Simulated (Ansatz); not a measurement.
# Br on Mg(0001): change of the work function, part 2 of 3

Aim: the work function of Mg(0001) at several coverages of Br (fcc site), and the dipole that each adsorbate carries.

Ansatz 0.2.0; plane-wave DFT, PBE, Ansatz PAW.

So far, work function, upper face (eV): step 2 (the clean slab) 3.79.

### 3. Adsorbate added, k-mesh 6×6×1, coverage 0.25 ML

System of this step: Br/Mg(0001). The cell holds 17 atoms: 16 Mg and 1 Br. Cell: a = 6.420 Å, b = 6.420 Å, c = 27.796 Å, α = 90.0°, β = 90.0°, γ = 60.0°. Vacuum lies along c.

The clean slab as it ended is repeated in the plane and the adsorbate is set on one face; the cell's size fixes the coverage, and the k-mesh shrinks with it to keep the sampling density about even. Adsorbate and upper layers relax, since the dipole depends on the height.

Input file input.yaml:

```yaml
crystal:
  lattice:
    - [6.4199999999, 0.0, 0.0]
    - [3.21, 5.5598830922, 0.0]
    - [0.0, 0.0, 27.7956185573]
  atoms:
    - { symbol: Mg, position: [0.3333333333, 0.3333333333, 0.3237920387] }
    - { symbol: Mg, position: [0.0, 0.0, 0.4175665303] }
    - { symbol: Mg, position: [0.3333333333, 0.3333333333, 0.511524413] }
    - { symbol: Mg, position: [0.0, 0.0, 0.6061475744] }
    - { symbol: Mg, position: [0.3333333333, 0.8333333333, 0.3237920387] }
    - { symbol: Mg, position: [0.0, 0.5, 0.4175665303] }
    - { symbol: Mg, position: [0.3333333333, 0.8333333333, 0.511524413] }
    - { symbol: Mg, position: [0.0, 0.5, 0.6061475744] }
    - { symbol: Mg, position: [0.8333333333, 0.3333333333, 0.3237920387] }
    - { symbol: Mg, position: [0.5, 0.0, 0.4175665303] }
    - { symbol: Mg, position: [0.8333333333, 0.3333333333, 0.511524413] }
    - { symbol: Mg, position: [0.5, 0.0, 0.6061475744] }
    - { symbol: Mg, position: [0.8333333333, 0.8333333333, 0.3237920387] }
    - { symbol: Mg, position: [0.5, 0.5, 0.4175665303] }
    - { symbol: Mg, position: [0.8333333333, 0.8333333333, 0.511524413] }
    - { symbol: Mg, position: [0.5, 0.5, 0.6061475744] }
    - { symbol: Br, position: [0.1666666667, 0.1666666667, 0.6762079613] }
kpoints:
  mp_grid: { grid: [6, 6, 1] }
hamiltonian:
  xc: pbe
scf:
  occupations: { method: fermi_dirac, width: 0.1 }
  convergence: { dr2_threshold: 1.0e-08 }
efield:
  axis: 3
  dipole_correction: true
  ramp_position: 0.97
  ramp_width: 0.06
relax:
  f_tol: 0.02
  max_steps: 60
  constraints: [{ sites: [0, 1, 4, 5, 8, 9, 12, 13] }]
output:
  dos: { projected: true, e_range: [-8, 4] }
  write_potential: true
  write_density: true
  volumetric_format: npy
  elf: true
```

Launch:

```
> ansatz run input.yaml --threads 4 --pin off --max-ram 6144MiB --backend cpu --events-out ev --progress --plain --runs-dir out
```

Numbers of over 12 decimals in the logs are rounded to 6 here.

The log of the run:

```text
[...]
Crystal: 17 atoms, lattice volume = 992.149 Å³
Basis set: ecut = 420 eV, 19497 PW (Γ), exchange–correlation on 90×90×384 points (8 copies of the dense FFT grid, shifted against one another)
Bands: 101, of which v1, the nominal top of the filled ones, is band 84 counted from 1 (83 counted from 0)
Symmetry: 6 space group operations
[...]
k-points: 7 of 36 (time reversal used)
[...]
SCF iter   1: F=—  HF=-33563.725945 eV  |F-HF|=—  |Δ(HF+E_count)|=         —  Δρ=1.05e-3  dr2=1.53e-1  ethr=1.77e-3  p=-0.059 e·Å  D=-1.07e-2 V/Å  ΔV_dip=0.30 eV  dr2_dipole=4.67e-2  V_vac-E_F(+/−)=4.04/3.74 eV  ⟨swp⟩=14.6  Hψ=4136  notcnv=0  defer=5
[...]
SCF iter   7: F=-33563.717865 eV  HF=-33563.717865 eV  |F-HF|=8.76e-9  |Δ(HF+E_count)|=   1.34e-7  Δρ=8.04e-7  dr2=8.29e-9  ethr=5.99e-12  p=-0.053 e·Å  D=-9.61e-3 V/Å  ΔV_dip=0.27 eV  dr2_dipole=3.93e-13  V_vac-E_F(+/−)=4.01/3.74 eV  ⟨swp⟩=12.7  Hψ=5010  notcnv=0
SCF 1 converged in 7 iterations: F = -33563.717865 eV  dr2 = 8.29e-9
[...]
relax step   1: F+E_penalty+E_count = -33563.71786509 eV  Δ(F+E_penalty+E_count) = +0.000e0 eV  max|allowed force component| = 3.806e-1 eV/Å  Δτ_max = 0.0000 Å  (7 SCF iters, accepted)
[...]
SCF iter   8: F=-33563.770244 eV  HF=-33563.770244 eV  |F-HF|=5.17e-10  |Δ(HF+E_count)|=   6.54e-9  Δρ=1.43e-7  dr2=5.32e-10  ethr=5.99e-12  p=-0.079 e·Å  D=-1.44e-2 V/Å  ΔV_dip=0.40 eV  dr2_dipole=8.91e-11  V_vac-E_F(+/−)=4.15/3.75 eV  ⟨swp⟩=9.0  Hψ=3864  notcnv=0
SCF 2 converged in 8 iterations: F = -33563.770244 eV  dr2 = 5.32e-10
relax step   2: F+E_penalty+E_count = -33563.77024383 eV  Δ(F+E_penalty+E_count) = -5.238e-2 eV  max|allowed force component| = 7.477e-2 eV/Å  Δτ_max = 0.1183 Å  (8 SCF iters, accepted)
SCF iter   1: F=—  HF=-33563.772813 eV  |F-HF|=—  |Δ(HF+E_count)|=         —  Δρ=2.08e-4  dr2=1.05e-3  ethr=1.41e-5  p=-0.079 e·Å  D=-1.44e-2 V/Å  ΔV_dip=0.40 eV  dr2_dipole=1.02e-5  V_vac-E_F(+/−)=4.15/3.75 eV  ⟨swp⟩=4.6  Hψ=1397  notcnv=0  defer=5
[...]
SCF iter   7: F=-33563.772813 eV  HF=-33563.772813 eV  |F-HF|=2.79e-9  |Δ(HF+E_count)|=   3.20e-8  Δρ=2.66e-7  dr2=5.73e-9  ethr=5.99e-12  p=-0.083 e·Å  D=-1.51e-2 V/Å  ΔV_dip=0.42 eV  dr2_dipole=2.62e-9  V_vac-E_F(+/−)=4.16/3.74 eV  ⟨swp⟩=10.6  Hψ=4439  notcnv=0
SCF 3 converged in 7 iterations: F = -33563.772813 eV  dr2 = 5.73e-9
relax step   3: F+E_penalty+E_count = -33563.77281269 eV  Δ(F+E_penalty+E_count) = -2.569e-3 eV  max|allowed force component| = 1.035e-2 eV/Å  Δτ_max = 0.0398 Å  (7 SCF iters, accepted)
NSCF: frozen V_eff on 7 k-points
[...]
SCF converged after 7 iterations
Free energy (F): -33563.772813 eV
[...]
Internal energy: -33563.504757 eV  (E = F + TS)
E sigma→0 (E₀):  -33563.638785 eV
Entropy (-TS):   -0.268055 eV (-15.768 meV/atom)
Fermi energy:    -0.076136 eV
Dipole field:    D = -0.015102 V/Å  (p = -0.082802 e·Å, saw-weighted, corrected)
Work function:   Φ+ = 4.1642 eV   Φ− = 3.7444 eV
[...]
--- Forces (eV/Å), atoms counted from 1 ---
  atom   1  Mg    -0.04120978    -0.02379248    -0.02265438
  atom   2  Mg     0.03822701     0.02207037     0.01866961
  atom   3  Mg     0.00043071     0.00024867     0.00175275
  atom   4  Mg     0.00694108     0.00400743     0.00512428
  atom   5  Mg     0.00000000     0.04758495    -0.02265438
  atom   6  Mg    -0.00000000    -0.04414074     0.01866961
  atom   7  Mg    -0.00000000    -0.00049734     0.00175275
  atom   8  Mg    -0.00000000    -0.00801486     0.00512428
  atom   9  Mg     0.04120978    -0.02379248    -0.02265438
  atom  10  Mg    -0.03822701     0.02207037     0.01866961
  atom  11  Mg    -0.00043071     0.00024867     0.00175275
  atom  12  Mg    -0.00694108     0.00400743     0.00512428
  atom  13  Mg     0.00000000     0.00000000    -0.05048518
  atom  14  Mg    -0.00000000     0.00000000     0.06086574
  atom  15  Mg     0.00000000     0.00000000    -0.00149438
  atom  16  Mg    -0.00000000     0.00000000    -0.00718873
  atom  17  Br    -0.00000000    -0.00000000    -0.01035288
  max |Σ_I F_I| component: 2.13e-5 eV/Å
--- Band table (eV; the first three rows and the last of 7) ---
  k-point 0: bands = [... 80 lower, -1.2049, -1.1282, -1.0515, -1.0515, -0.7137, 0.1065, 0.1065, 0.2340, ... 13 higher]
  k-point 1: bands = [... 80 lower, -1.0220, -0.8181, -0.6359, -0.4701, -0.3197, 0.0197, 0.1073, 0.6084, ... 13 higher]
  k-point 2: bands = [... 80 lower, -0.8269, -0.4934, -0.2289, 0.0310, 0.1111, 0.9069, 0.9580, 1.0094, ... 13 higher]
  k-point 6: bands = [... 80 lower, -0.3932, -0.3919, -0.3586, 0.2368, 0.2861, 0.3115, 0.6442, 0.6846, ... 13 higher]
--- Relaxed structure (3 steps of the walk, 3 accepted, 0 SCFs on fresh bases) ---
  F+E_penalty+E_count = -33563.77281269 eV   max|allowed force component| = 1.035e-2 eV/Å
  atoms:
    - { symbol: Mg, position: [0.333333, 0.333333, 0.323792] }
    - { symbol: Mg, position: [2.6667121670171395e-17, 2.6667121670171398e-17, 0.417567] }
    - { symbol: Mg, position: [0.331682, 0.331682, 0.511361] }
    - { symbol: Mg, position: [-0.00485155, -0.00485155, 0.605992] }
    - { symbol: Mg, position: [0.333333, 0.833333, 0.323792] }
    - { symbol: Mg, position: [5.551115123125783e-17, 0.500000, 0.417567] }
    - { symbol: Mg, position: [0.331682, 0.836636, 0.511361] }
    - { symbol: Mg, position: [-0.00485155, 0.509703, 0.605992] }
    - { symbol: Mg, position: [0.833333, 0.333333, 0.323792] }
    - { symbol: Mg, position: [0.500000, 2.66671216701714e-17, 0.417567] }
    - { symbol: Mg, position: [0.836636, 0.331682, 0.511361] }
    - { symbol: Mg, position: [0.509703, -0.00485155, 0.605992] }
    - { symbol: Mg, position: [0.833333, 0.833333, 0.323792] }
    - { symbol: Mg, position: [0.5, 0.500000, 0.417567] }
    - { symbol: Mg, position: [0.833333, 0.833333, 0.509728] }
    - { symbol: Mg, position: [0.5, 0.500000, 0.600460] }
    - { symbol: Br, position: [0.166667, 0.166667, 0.677242] }
```

Run time: 47 s. Hardware: 4 threads of Arm Neoverse V2, shared host; peak memory 2.4 GiB; 3.1 min of CPU time.

This run has no spin polarisation although its electron count is odd.

The steps of the relaxation:

```
step  energy less that of the first step (eV)  largest force component (eV/Å)
   1                                   0.0000                          0.3806
   2                                  -0.0524                          0.0748
   3                                  -0.0549                          0.0104
```

The run keeps the 6 symmetry operations that it works with, so distortions that break them were not tested.

The atoms that moved most (Å):

```
atom      dx      dy      dz  length
Mg16   0.000   0.000  -0.158   0.158
 Mg8   0.000   0.054  -0.004   0.054
Mg12   0.047  -0.027  -0.004   0.054
 Mg4  -0.047  -0.027  -0.004   0.054
Mg15   0.000   0.000  -0.050   0.050
Br17   0.000   0.000   0.029   0.029
 Mg3  -0.016  -0.009  -0.005   0.019
 Mg7   0.000   0.018  -0.005   0.019
```

Final coordinates:

```xyz
17
Lattice="6.4200 0.0000 0.0000 3.2100 5.5599 0.0000 0.0000 0.0000 27.7956" Properties=species:S:1:pos:R:3
Mg    3.2100    1.8533    9.0000
Mg    0.0000    0.0000   11.6065
Mg    3.1941    1.8441   14.2136
Mg   -0.0467   -0.0270   16.8439
Mg    4.8150    4.6332    9.0000
Mg    1.6050    2.7799   11.6065
Mg    4.8150    4.6516   14.2136
Mg    1.6050    2.8339   16.8439
Mg    6.4200    1.8533    9.0000
Mg    3.2100    0.0000   11.6065
Mg    6.4359    1.8441   14.2136
Mg    3.2567   -0.0270   16.8439
Mg    8.0250    4.6332    9.0000
Mg    4.8150    2.7799   11.6065
Mg    8.0250    4.6332   14.1682
Mg    4.8150    2.7799   16.6902
Br    1.6050    0.9266   18.8244
```

Numbers from this step:

| Item | Value |
| --- | --- |
| energy at zero smearing | -33563.6388 eV |
| work function, upper face | 4.164 eV |
| work function, lower face | 3.744 eV |
| dipole along the normal | -0.08280 e·Å |
| step between the vacuum levels | 0.4198 eV |

Running mean over 2.60652 Å of the planar mean; the ramp of the sawtooth is left out. The electron's electrostatic potential energy less the Fermi level by z:

z (Å), electron's electrostatic potential energy less the Fermi level (eV) and a bar from the least value:
```
        4       3.74 #############################
        5       3.73 ############################
        6       3.60 ############################
        7       2.56 ########################
        8      -2.11 ########
        9      -4.04 #
       10      -4.05 #
       11      -4.03 #
       12      -4.03 #
       13      -4.08 #
       14      -4.03 #
       15      -4.04 #
       16      -4.10 #
       17      -4.31 
       18      -2.95 #####
       19       0.92 ##################
       20       2.61 #########################
       21       4.04 ##############################
       22       4.16 ##############################
       23       4.16 ##############################
       24       4.16 ##############################
```

The density of states has structure finer than the step of the table below, so its rows give means over 0.25 eV, whole bins alone (the curve runs from -8 to 1.98 eV). Peaks (eV: height): -4.270: 20.9, -1.680: 15.1, -1.470: 13.9, -0.720: 22.0, 0.180: 23.6, 0.360: 38.4, 1.860: 30.8.

Density of states against energy, zero at the Fermi level; means over each step:

energy (eV), density of states (states/eV a cell) and a bar:
```
    -6.75        0.0 
    -6.50        1.2 ###
    -6.25        1.6 ####
    -6.00        1.6 ####
    -5.75        3.8 #########
    -5.50        3.8 #########
    -5.25        3.4 ########
    -5.00        4.5 ###########
    -4.75        6.9 #################
    -4.50        8.7 #####################
    -4.25        9.6 ########################
    -4.00        5.0 ############
    -3.75        6.7 ################
    -3.50        4.3 ##########
    -3.25        3.9 ##########
    -3.00        7.6 ###################
    -2.75        4.9 ############
    -2.50        5.1 #############
    -2.25        5.0 ############
    -2.00        6.1 ###############
    -1.75        8.5 #####################
    -1.50        7.2 ##################
    -1.25        4.0 ##########
    -1.00        7.4 ##################
    -0.75        9.3 #######################
    -0.50        6.0 ###############
    -0.25        8.3 ####################
     0.00        7.1 #################
     0.25       12.2 ##############################
     0.50        4.7 ############
     0.75        7.4 ##################
     1.00       10.3 #########################
     1.25        8.1 ####################
     1.50        8.4 #####################
     1.75       11.0 ###########################
```

Projected DOS per atom over height of the atomic layer and energy from the Fermi level. Layers: Mg4 Mg4 Mg4 Mg4 Br from below.

Ten even steps from '0' (0.0 states/eV) to '9' (3.9 states/eV), each cell a mean:
```
00000
00000
00000
00000
00000
00000
00000
00000
10000
00000
00000
00001
00003
00009
00009
00003
00001
00000
00000
00000
00000
00000
```
Columns: height of the atomic layer (Å) from 9 to 18.8 (not evenly spaced); rows upwards: energy from the Fermi level (eV) from -7.96 to 1.95.

Valence density in the ca plane at fractional y = 0.000, with atoms of Mg within 0.2 Å of it. It is the smooth field of the valence electrons, not physical close to the nuclei.

Ten steps, logarithmic in the rise over the least value, from '0' (0 e/Å³) to '9' (24 e/Å³), each cell a mean:
```
00037861000000000179830000000000000000000000
00013320000000000024310000000000000000000000
00000000000000000001000000000000000000000000
00000000000000000000000000000000000000000000
00000000000000000000000000000000000000000000
00000000000000000001000000000000000000000000
00013420000000000035410000000000000000000000
00038961000000000179830000000000000000000000
00048972000000000279830000000000000000000000
00026741000000000146510000000000000000000000
00001110000000000001101111100000000000000000
00000000000000000000001222210000000000000000
00000000000000000000001222210000000000000000
00000000000000000000001222210000000000000000
00001110000000000001101111100000000000000000
00025641000000000146510000000000000000000000
00049972000000000279830000000000000000000000
```
Columns run along c (16.0 Å, from fractional 0.35 to 0.93 of the cell), rows up along a (6.4 Å). Atoms in or near the plane, at fractional coordinates: Mg at (0.42, 0.00), Mg at (0.61, 0.00), Mg at (0.42, 0.50), Mg at (0.61, 0.51).

ELF in the ca plane at fractional y = 0.000, with atoms of Mg within 0.2 Å of it. It is the smooth field of the valence electrons, not physical close to the nuclei.

Ten even steps from '0' (0.00) to '9' (0.87), each cell a mean:
```
65124341367777662143420110000000000000000000
65202211466556653013201210000000000000000000
45531124554212454321135420000000000000000000
35566566542000244567788631000000000000000000
35566566542000244566788631000000000000000000
45531124554212454311135420000000000000000000
65212311466556653123201210000000000000000000
65124341367777662143420111000000000000000000
65134241367777762143420233321100000000000000
65213421467666664124312577653210000000000000
55411112565333566210015899875310000000000000
45553345653001356532137899986420000000000000
35666666552000256653237999997420000000000000
45553345653001356532137899986420000000000000
55411102565333566200015899875310000000000000
65114431467766664024312577653210000000000000
65133241367777762143420233321100000000000000
```
Columns run along c (16.0 Å, from fractional 0.35 to 0.93 of the cell), rows up along a (6.4 Å). Atoms in or near the plane, at fractional coordinates: Mg at (0.42, 0.00), Mg at (0.61, 0.00), Mg at (0.42, 0.50), Mg at (0.61, 0.51).

Electrostatic potential energy in the ca plane at fractional y = 0.000, with atoms of Mg within 0.2 Å of it. With pseudopotentials it is smooth inside the atoms' cores, unlike the true potential.

Ten even steps from '0' (-50 eV) to '9' (4 eV), each cell a mean:
```
99850027899999998610058999999999999999999999
99875468999999999853478999999999999999999999
99988889999888999888889999999999999999999999
99999999998878899999999999999999999999999999
99999999998888899999999999999999999999999999
99988889999888999888889999999999999999999999
99875468999999999853478999999999999999999999
99850027899999998610058999999999999999999999
99840016899999998600048999999999999999999999
99862147999999998742368999999999999999999999
99987778999888999877789999999999999999999999
99998899998888899998899888899999999999999999
99999999998878899999999877899999999999999999
99998899998888899998899888899999999999999999
99987778999888999877789999999999999999999999
99862147999999998741368999999999999999999999
99840016899999998600048999999999999999999999
```
Columns run along c (16.0 Å, from fractional 0.35 to 0.93 of the cell; values clipped at the 3rd and 97th percentile), rows up along a (6.4 Å). Atoms in or near the plane, at fractional coordinates: Mg at (0.42, 0.00), Mg at (0.61, 0.00), Mg at (0.42, 0.50), Mg at (0.61, 0.51).

The relaxation took 3 steps and lowered the energy by 0.055 eV; the largest force on the free atoms ends at 0.010 eV/Å.

By hand: a sheet of dipoles makes a step −p/(ε₀A) in the electron's potential. With e/ε₀ = 180.95 V·Å, p = -0.08280 e·Å and A = 35.69 Å², that is −180.95 × (-0.08280) / 35.69 = +0.420 eV, and the two vacuum levels of the run differ by +0.420 eV.

The covered face has 4.16 eV, +0.38 eV against the clean one; the bare back face has moved by -0.05 eV, a measure of how thin the slab is.

(Part 2 of 3 ends here.)

[Logs are printed without paths, hosts, clocks, repeated set-up lines and the standing remarks that a program may print on its own settings, such as how far it seeks lower states.]

[Hosts, paths, dates, database ids (printed as entryN), source tags and the programs' standing remarks are cut or masked in the printed files.]

[Maps of the electrostatic potential energy from Ansatz leave out the sawtooth potential of an applied field or a dipole correction, so their vacuum need not be flat; planar profiles and work functions include it.]

[The density of states shown here was stored with 400 of the rows of the run's finer table, so its peaks can read low, often by over a quarter, or be missed, and its means over a window can be off by a tenth or more.]
